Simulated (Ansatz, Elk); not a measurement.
## Bonding as seen by X-rays: CuOs3

Structure refinements treat a crystal as free atoms side by side. For a made-up structure of CuOs3 (cell and positions from a PBEsol relaxation) the runs below show what the calculated density changes in F(hkl).

Calculated with Elk 11.2.3 (patched build); DFT, PBE, all-electron APW+lo, Dirac cores, scalar-relativistic bands, static density, no spin.

The structure was built from a prototype and need not be the compound's stable phase.

## (1) Starting point

Symmetry: Pm-3m, No. 221, cubic system. The conventional cell has a = 3.777 Å, b = 3.777 Å, c = 3.777 Å, α = 90.00°, β = 90.00°, γ = 90.00°. Os has 8 Os at 2.67 Å and 4 Cu at 2.67 Å nearest. Nearest to Cu lie 12 Os at 2.67 Å. Farther neighbours are not listed.

## (2) Ground state and structure factors

An all-electron density is needed, since X-rays see the cores too. Task 0 finds the density and task 195 Fourier-transforms it; tshift is off so that phases refer to the origin typed.

Contents of elk.in:

```
tasks
  0
  195

xctype
  20

spinpol
  .false.

rgkmax
  7.0

gmaxvr
  14.0

lmaxo
  7

lmaxapw
  8

swidth
  0.002

tshift
  .false.

ramdisk
  .false.

hmaxvr
  5.5

maxscl
  120

epspot
  1e-06

sppath
  './'

avec
  7.13684895692 0.00000000000 0.00000000000
  0.00000000000 7.13684895692 -0.00000000000
  0.00000000000 -0.00000000000 7.13684895692

atoms
  2
  'Os.in'
  3
  0.5000000000 0.5000000000 -0.0000000000   0.000000 0.000000 0.000000
  0.5000000000 0.0000000000 0.5000000000   0.000000 0.000000 0.000000
  0.0000000000 0.5000000000 0.5000000000   0.000000 0.000000 0.000000
  'Cu.in'
  1
  -0.0000000000 -0.0000000000 0.0000000000   0.000000 0.000000 0.000000

ngridk
  6 6 6
```

On the command line:

```console
> OMP_NUM_THREADS=4 elk
```

Numbers of over 12 decimals in the logs are rounded to 6 here.

Log:

```text
┌─────────────────────────┐
│ Elk code version 11.2.3 │
└─────────────────────────┘

All units are atomic (Hartree, Bohr, etc.)

┌─────────────────────────────────────────────────┐
│ Ground-state run starting from atomic densities │
└─────────────────────────────────────────────────┘

Lattice vectors :
   7.136848957       0.000000000       0.000000000
   0.000000000       7.136848957      -0.000000000
   0.000000000      -0.000000000       7.136848957

Reciprocal lattice vectors :
  0.8803864766      -0.000000000      -0.000000000
  -0.000000000      0.8803864766       0.000000000
  -0.000000000       0.000000000      0.8803864766

Unit cell volume      :    363.5126399
Brillouin zone volume :   0.6823702568

Muffin-tin inner radius fraction :   0.1000000000E-01

Nuclei treated as point charges

Species : 1 (Os)
 parameters loaded from : Os.in
 name : osmium
 nuclear charge    :   -76.00000000
 electronic charge :    76.00000000
 atomic mass :    346768.0767
 muffin-tin radius :    2.498257147
 number of radial points in muffin-tin :   1393
 inner part over the whole radius :   0.9956140244E-02
 number on inner part of muffin-tin    :    997
 approximate nuclear radius :   0.1019601503E-03
 number of mesh points to nuclear radius :    525
 atomic positions (lattice), magnetic fields (Cartesian) :
  1 :   0.50000000  0.50000000  0.00000000    0.00000000  0.00000000  0.00000000
  2 :   0.50000000  0.00000000  0.50000000    0.00000000  0.00000000  0.00000000
  3 :   0.00000000  0.50000000  0.50000000    0.00000000  0.00000000  0.00000000

Species : 2 (Cu)
 parameters loaded from : Cu.in
 name : copper
 nuclear charge    :   -29.00000000
 electronic charge :    29.00000000
 atomic mass :    115837.2717
 muffin-tin radius :    2.400000000
 number of radial points in muffin-tin :    993
 inner part over the whole radius :   0.9893084826E-02
 number on inner part of muffin-tin    :    701
 approximate nuclear radius :   0.7406004541E-04
 number of mesh points to nuclear radius :    336
 atomic positions (lattice), magnetic fields (Cartesian) :
  1 :   0.00000000  0.00000000  0.00000000    0.00000000  0.00000000  0.00000000

Total number of atoms per unit cell :    4
Total muffin-tin volume :    253.8450128
 ratio of muffin-tin to unit cell volume :   0.6983113787

Spin treatment :
 spin-unpolarised

Number of Bravais lattice symmetries :   48
Number of crystal symmetries         :   48
Crystal has inversion symmetry
Real symmetric eigensolver will be used

k-point grid :      6     6     6
k-point offset :    0.000000000       0.000000000       0.000000000
k-point set is reduced with full crystal symmetry group
Total number of k-points :       20

Muffin-tin radius times maximum |G+k| :    7.000000000
 using average radius
Maximum |G+k| for APW functions       :    2.829777339
Maximum (1/2)|G+k|²                   :    4.003819895
Maximum |G| for potential and density :    14.00000000
Constant for pseudocharge density :    9
 order of it for each species :   16  16
 order of it for pair densities of each species (exact exchange by exxq0 0: 17) :   10   9
Radial integration step length :    1

G-vector grid sizes :     32    32    32
Number of G-vectors :    16831

Maximum angular momentum used for
 APW functions            :    8
 outer part of muffin-tin :    7
 inner part of muffin-tin :    2

Total nuclear charge    :   -257.0000000
Total core charge       :    150.0000000
Total valence charge    :    107.0000000
Total excess charge     :    0.000000000
Total electronic charge :    257.0000000

Effective Wigner radius, rₛ :   0.6963580407

Number of empty states         :     16
Total number of valence states :     70
Total number of core states    :    150

Third-order local-orbitals added for an l without core states : T
Total number of local-orbitals :    139

Exchange-correlation functional :     20     0     0
 Perdew-Burke-Ernzerhof, Phys. Rev. Lett. 77, 3865 (1996)
 gradient requirement :    1
[...]
exchange                    :     -1073.2939353771
 correlation                 :     -15.424143851874
 electron entropic           :    -0.11523153361061E-02
 total energy                :     -53499.071717089

Density of states at Fermi energy :    84.38153306
 (states/Hartree/unit cell)

Estimated indirect band gap :   0.3505514997E-02
 from k-point 5 to k-point 6
Estimated direct band gap   :   0.9268166377E-02
 at k-point 6

Charges :
 core                        :    150.0000000
 valence                     :    107.0000000
 interstitial                :    5.785369495
 muffin-tins (core leakage)
  species : 1 (Os)
   atom 1                    :    75.00097332     ( -0.2090926898E-07)
   atom 2                    :    75.00097332     ( -0.2090926898E-07)
[...]
species : 2 (Cu)
[...]
total in muffin-tins        :    251.2146305
 total calculated charge     :    256.9976697
 total charge                :    257.0000000
 error                       :   0.2330346978E-02

RMS change in Kohn-Sham potential (target) :   0.8812784392     (  0.1000000000E-05)
Absolute change in total energy (target)   :   0.9989656171     (  0.1000000000E-03)

[... loops 3 to 16 left out ...]

┌──────────────────┐
│ Loop number : 17 │
└──────────────────┘

Energies :
 Fermi                       :     0.488991
 sum of occupied eigenvalues :     -32719.367931438
 electron kinetic            :      60539.926029995
 core electron kinetic       :      58106.423082378
 Coulomb                     :     -112949.57326520
 Coulomb potential           :     -91832.018024748
 nuclear-nuclear             :     -5565.6207183324
 electron-nuclear            :     -123087.28595545
 Hartree                     :      15703.333408581
 Madelung                    :     -67033.564252825
 xc potential                :     -1427.2759366851
 exchange                    :     -1075.7681977757
 correlation                 :     -15.417863534509
 electron entropic           :    -0.24703614896713E-02
 total energy                :     -53500.835766876

Density of states at Fermi energy :    198.8205256
 (states/Hartree/unit cell)

Estimated indirect band gap :   0.7501133563E-03
 from k-point 14 to k-point 5
Estimated direct band gap   :   0.5961742479E-02
 at k-point 18

Charges :
 core                        :    150.0000000
 valence                     :    107.0000000
 interstitial                :    5.118875918
 muffin-tins (core leakage)
  species : 1 (Os)
[...]
species : 2 (Cu)
[...]
total in muffin-tins        :    251.8811241
 total calculated charge     :    256.9982613
 total charge                :    257.0000000
 error                       :   0.1738749445E-02

RMS change in Kohn-Sham potential (target) :   0.8072737058E-06 (  0.1000000000E-05)
Absolute change in total energy (target)   :   0.4641085980E-04 (  0.1000000000E-03)

Convergence targets achieved

┌──────────────────┐
│ Loop number : 18 │
└──────────────────┘

Energies :
 Fermi                       :     0.488990
 sum of occupied eigenvalues :     -32719.368127421
 electron kinetic            :      60539.925938099
 core electron kinetic       :      58106.423035385
 Coulomb                     :     -112949.57327049
 Coulomb potential           :     -91832.018028776
 nuclear-nuclear             :     -5565.6207183324
 electron-nuclear            :     -123087.28596366
 Hartree                     :      15703.333411496
 Madelung                    :     -67033.564256104
 xc potential                :     -1427.2760367443
 exchange                    :     -1075.7681974959
 correlation                 :     -15.417863526646
 electron entropic           :    -0.24703596720025E-02
 total energy                :     -53500.835863775

Density of states at Fermi energy :    198.8203032
 (states/Hartree/unit cell)

Estimated indirect band gap :   0.7501045712E-03
 from k-point 14 to k-point 5
Estimated direct band gap   :   0.5961773998E-02
 at k-point 18

Charges :
 core                        :    150.0000000
 valence                     :    107.0000000
 interstitial                :    5.118875885
 muffin-tins (core leakage)
  species : 1 (Os)
[...]
atom 2                    :    74.45423758     ( -0.3544092664E-07)
   atom 3                    :    74.45423758     ( -0.3544092664E-07)
  species : 2 (Cu)
   atom 1                    :    28.51841138     (  0.1597743109E-03)
 total in muffin-tins        :    251.8811241
 total calculated charge     :    256.9982613
 total charge                :    257.0000000
 error                       :   0.1738749109E-02

┌──────────────────────────────┐
│ Self-consistent loop stopped │
└──────────────────────────────┘

Warning : core states of species 2 leak from the muffin-tin :   0.1597743109E-03

Wrote STATE.OUT
```

Elapsed: 26 s, on 4 threads of Arm Neoverse V2, shared host; peak memory 0.22 GiB.

SFACRHO.OUT:

```text

h k l indices transformed by vhmat matrix:
   1.000000000       0.000000000       0.000000000    
   0.000000000       1.000000000       0.000000000    
   0.000000000       0.000000000       1.000000000    

      h      k      l  multipl.   |H|            Re(F)            Im(F)           |F|

      0      0      0      1   0.0000000       257.00000      0.42605870E-18   257.00000    
     -1      0      0      6  0.88038648      -43.718468     -0.16526265E-13   43.718468    
      1     -1      0     12   1.2450545      -41.434005      0.94280366E-14   41.434005    
     -1     -1     -1      8   1.5248741       207.70060      0.45432056E-13   207.70060    
      0      0     -2      6   1.7607730       198.65945      0.29138678E-13   198.65945    
     -1     -2      0     24   1.9686040      -37.381568     -0.14036945E-13   37.381568    
      1     -2      1     24   2.1564976      -36.512779     -0.27168844E-13   36.512779    
      0      2     -2     12   2.4901090       173.59362     -0.15314273E-13   173.59362    
      0     -3      0      6   2.6411594      -34.318611     -0.37337548E-13   34.318611    
     -1      2     -2     24   2.6411594      -34.302173     -0.27350714E-13   34.302173    
      3      1      0     24   2.7840265      -33.637740      0.27976006E-16   33.637740    
      1     -3      1     24   2.9199116       160.34538      0.11814934E-13   160.34538    
     -2      2      2      8   3.0497482       156.50621     -0.23141976E-13   156.50621    
     -3      2      0     24   3.1742786      -31.893907     -0.54496432E-13   31.893907    
     -3      1      2     48   3.2941046      -31.398152      0.20858129E-14   31.398152    
      0     -4      0      6   3.5215459       143.83350      0.42711473E-13   143.83350    
      2     -2     -3     24   3.6299264      -30.068531     -0.37833138E-13   30.068531    
      4     -1      0     24   3.6299264      -30.082358     -0.10480544E-13   30.082358
```

Elk indexes on the primitive cell of elk.in and gives |H| = 4π sin θ/λ in inverse bohr. Below, one row stands for each form hkl of the conventional cell (m members, Friedel mates merged), F is for one primitive cell and the density is static (no thermal factor). Free-atom factors are Waasmaier and Kirfel's, and R is Σm||F|−|F'||/Σm|F|.

```csv
hkl,m,sin θ/λ (Å⁻¹),"abs F, DFT",neutral atoms,diff.
100,6,0.132,43.718,43.470,+0.249
110,12,0.187,41.434,41.195,+0.239
111,8,0.229,207.701,208.608,-0.907
200,6,0.265,198.659,199.650,-0.991
210,24,0.296,37.382,37.307,+0.075
211,24,0.324,36.513,36.400,+0.113
220,12,0.374,173.594,173.816,-0.222
300,6,0.397,34.319,34.172,+0.146
221,24,0.397,34.302,34.172,+0.130
310,24,0.419,33.638,33.547,+0.090
311,24,0.439,160.345,160.260,+0.085
222,8,0.459,156.506,156.450,+0.056
320,24,0.477,31.894,31.920,-0.026
321,48,0.495,31.398,31.443,-0.045
400,6,0.530,143.833,143.699,+0.134
322,24,0.546,30.069,30.153,-0.084
410,24,0.546,30.082,30.153,-0.070
411,24,0.562,29.715,29.760,-0.045
```

## (3) The highest occupied states alone

An energy window below the Fermi level keeps the highest occupied states, to see at which angles they scatter; shallow core shells can lie inside it and anion s states outside. No new self-consistency is needed.

Changes to elk.in since step 2:

```diff
@@ -1,3 +1,2 @@
 tasks
-  0
   195
@@ -40,2 +39,5 @@
 
+wsfac
+  0.048000 0.788990
+
 sppath
```

On the command line:

```console
> OMP_NUM_THREADS=4 elk
```

Log:

```text
┌─────────────────────────────────┐
│ Elk code version 11.2.3 started │
└─────────────────────────────────┘

Info(readinput): the functional depends on the density's gradient
 muffin-tin radial points multiplied by    2.00000
 (not where nrmtscf is given)

┌────────────────────┐
│ Current task : 195 │
└────────────────────┘
Info(checkmt): changed muffin-tin radius of species 1 (Os) from   2.8000 to   2.4983

Info(sfacrho): density structure factors written to SFACRHO.OUT

 Energy window :   0.4800000000E-01  0.7889900000

┌──────────────────┐
│ Elk code stopped │
└──────────────────┘
```

Run time: 5.8 s. Hardware: 4 threads; peak memory 0.16 GiB; 8.8 s of CPU time.

States within 12 eV below the Fermi level hold 35.00 electrons; any levels below the window count with the cores. Their amplitudes can exceed the total, where window and core parts have opposite phase:

```csv
hkl,sin θ/λ (Å⁻¹),"abs F, window","abs F, all"
100,0.132,4.233,43.718
110,0.187,4.693,41.434
111,0.229,9.882,207.701
200,0.265,7.424,198.659
210,0.296,4.334,37.382
211,0.324,4.002,36.513
220,0.374,3.599,173.594
300,0.397,3.148,34.319
221,0.397,3.166,34.302
310,0.419,2.961,33.638
```

## (4) Another functional

The difference from free atoms is small, so it is set against the change that PBEsol makes.

Changes to elk.in since step 3:

```diff
@@ -1,2 +1,3 @@
 tasks
+  0
   195
@@ -4,3 +5,3 @@
 xctype
-  20
+  22
 
@@ -39,5 +40,2 @@
 
-wsfac
-  0.048000 0.788990
-
 sppath
```

On the command line:

```console
> OMP_NUM_THREADS=4 elk
```

Log:

```text
┌─────────────────────────┐
│ Elk code version 11.2.3 │
└─────────────────────────┘

All units are atomic (Hartree, Bohr, etc.)

┌─────────────────────────────────────────────────┐
│ Ground-state run starting from atomic densities │
└─────────────────────────────────────────────────┘

Lattice vectors :
   7.136848957       0.000000000       0.000000000
   0.000000000       7.136848957      -0.000000000
   0.000000000      -0.000000000       7.136848957

Reciprocal lattice vectors :
  0.8803864766      -0.000000000      -0.000000000
[...]
muffin-tins (core leakage)
  species : 1 (Os)
[...]
atom 3                    :    74.45340694     ( -0.3287513550E-07)
  species : 2 (Cu)
   atom 1                    :    28.52080943     (  0.1630642246E-03)
 total in muffin-tins        :    251.8810302
 total calculated charge     :    256.9982216
 total charge                :    257.0000000
 error                       :   0.1778372022E-02

┌──────────────────────────────┐
│ Self-consistent loop stopped │
└──────────────────────────────┘

Warning : core states of species 2 leak from the muffin-tin :   0.1630642246E-03

Wrote STATE.OUT
[key lines of the parts left out:]
total energy                :     -53484.706868309
```

Elapsed: 30 s, on 4 threads; peak memory 0.22 GiB; 96 s of CPU time.

Against the first run R = 0.01 %; the largest change is -0.023 at 200.

## (5) Basis size

The basis and the expansions that go with it are enlarged, to see whether the differences are converged.

Changes to elk.in since step 4:

```diff
@@ -5,3 +5,3 @@
 xctype
-  22
+  20
 
@@ -11,12 +11,12 @@
 rgkmax
-  7.0
+  8.5
 
 gmaxvr
-  14.0
+  18.0
 
 lmaxo
-  7
+  9
 
 lmaxapw
-  8
+  10
```

On the command line:

```console
> OMP_NUM_THREADS=4 elk
```

Log:

```text
┌─────────────────────────┐
│ Elk code version 11.2.3 │
└─────────────────────────┘

All units are atomic (Hartree, Bohr, etc.)

┌─────────────────────────────────────────────────┐
│ Ground-state run starting from atomic densities │
└─────────────────────────────────────────────────┘

Lattice vectors :
   7.136848957       0.000000000       0.000000000
   0.000000000       7.136848957      -0.000000000
   0.000000000      -0.000000000       7.136848957

Reciprocal lattice vectors :
  0.8803864766      -0.000000000      -0.000000000
[...]
muffin-tins (core leakage)
  species : 1 (Os)
[...]
atom 3                    :    74.46968705     ( -0.3538242055E-07)
  species : 2 (Cu)
   atom 1                    :    28.52594589     (  0.1597655996E-03)
 total in muffin-tins        :    251.9350070
 total calculated charge     :    256.9999986
 total charge                :    257.0000000
 error                       :   0.1374458748E-05

┌──────────────────────────────┐
│ Self-consistent loop stopped │
└──────────────────────────────┘

Warning : core states of species 2 leak from the muffin-tin :   0.1597655996E-03

Wrote STATE.OUT
[key lines of the parts left out:]
total energy                :     -53500.868342717
```

Elapsed: 62 s, on 4 threads; peak memory 0.34 GiB.

Against the first run R = 0.00 %; the largest change is -0.018 at 220.

## (6) Basis size

A smaller basis shows how fast F responds to it; the change is likely larger than the basis error of the first run, but doesn't show convergence.

Changes to elk.in since step 5:

```diff
@@ -11,12 +11,12 @@
 rgkmax
-  8.5
+  5.5
 
 gmaxvr
-  18.0
+  14.0
 
 lmaxo
-  9
+  7
 
 lmaxapw
-  10
+  8
```

On the command line:

```console
> OMP_NUM_THREADS=4 elk
```

Log:

```text
┌─────────────────────────┐
│ Elk code version 11.2.3 │
└─────────────────────────┘

All units are atomic (Hartree, Bohr, etc.)

┌─────────────────────────────────────────────────┐
│ Ground-state run starting from atomic densities │
└─────────────────────────────────────────────────┘

Lattice vectors :
   7.136848957       0.000000000       0.000000000
   0.000000000       7.136848957      -0.000000000
   0.000000000      -0.000000000       7.136848957

Reciprocal lattice vectors :
  0.8803864766      -0.000000000      -0.000000000
[...]
muffin-tins (core leakage)
  species : 1 (Os)
[...]
atom 3                    :    74.37440363     ( -0.3561723361E-07)
  species : 2 (Cu)
   atom 1                    :    28.48345454     (  0.1597474077E-03)
 total in muffin-tins        :    251.6066654
 total calculated charge     :    257.0026258
 total charge                :    257.0000000
 error                       :   0.2625820079E-02

┌──────────────────────────────┐
│ Self-consistent loop stopped │
└──────────────────────────────┘

Warning : core states of species 2 leak from the muffin-tin :   0.1597474077E-03

Wrote STATE.OUT
[key lines of the parts left out:]
total energy                :     -53500.599895915
```

The job ended after 25 s (4 threads; peak memory 0.22 GiB; 76 s of CPU time).

Against the first run R = 0.02 %; the largest change is +0.198 at 220.

## (7) Settings against the effect

```csv
run,R against the first run (%),"R against neutral atoms, low angle (%)",wall time
"PBE, rgkmax 7",0.00,0.43,26 s
PBEsol,0.01,0.44,30 s
rgkmax 8.5 with larger expansions,0.00,0.43,62 s
rgkmax 5.5,0.02,0.45,25 s
```

## (8) Results

```yaml
r_against_neutral_atoms_sin_theta_lambda_0p3_a_minus1: 0.43 %
r_against_neutral_atoms_0p3_to_0p82_a_minus1: 0.25 %
```

Independent neutral atoms miss the calculated amplitudes by R = 0.43 % below 0.3 Å⁻¹ and 0.25 % from there to 0.82 Å⁻¹; by shells, 0.57 % below 0.15 Å⁻¹ (1 form), 0.42 % 0.15 to 0.3 (4 forms), 0.16 % 0.3 to 0.45 (6 forms), 0.27 % above 0.45 (33 forms). Bonding, aspherical density and the tables' own atoms all enter these figures, and the runs don't part them. The largest change of an amplitude is -0.99 electrons, at 200. The window's part falls from 35.0 electrons at the origin to at most 2.43 between 0.45 and 0.82 Å⁻¹, where compact states inside the window still scatter. Below 0.3 Å⁻¹ the changes that finished (PBEsol, rgkmax 8.5 with larger expansions and rgkmax 5.5) move F by R = 0.03 % at most, against the 0.43 % that separates it from free atoms. The k-mesh has no finished test. These runs have no spin, though d or f shells may be open. Spin-orbit coupling is left out, which can matter for elements this heavy. Part of the difference isn't bonding: the tables are fits to free atoms and ions calculated by other methods than this functional. Thermal motion, anomalous dispersion and extinction are left out.

[Logs are printed without paths, hosts, clocks, repeated set-up lines and the standing remarks that a program may print on its own settings, such as how far it seeks lower states.]

[Hosts, paths, dates, database ids (printed as entryN), source tags and the programs' standing remarks are cut or masked in the printed files.]
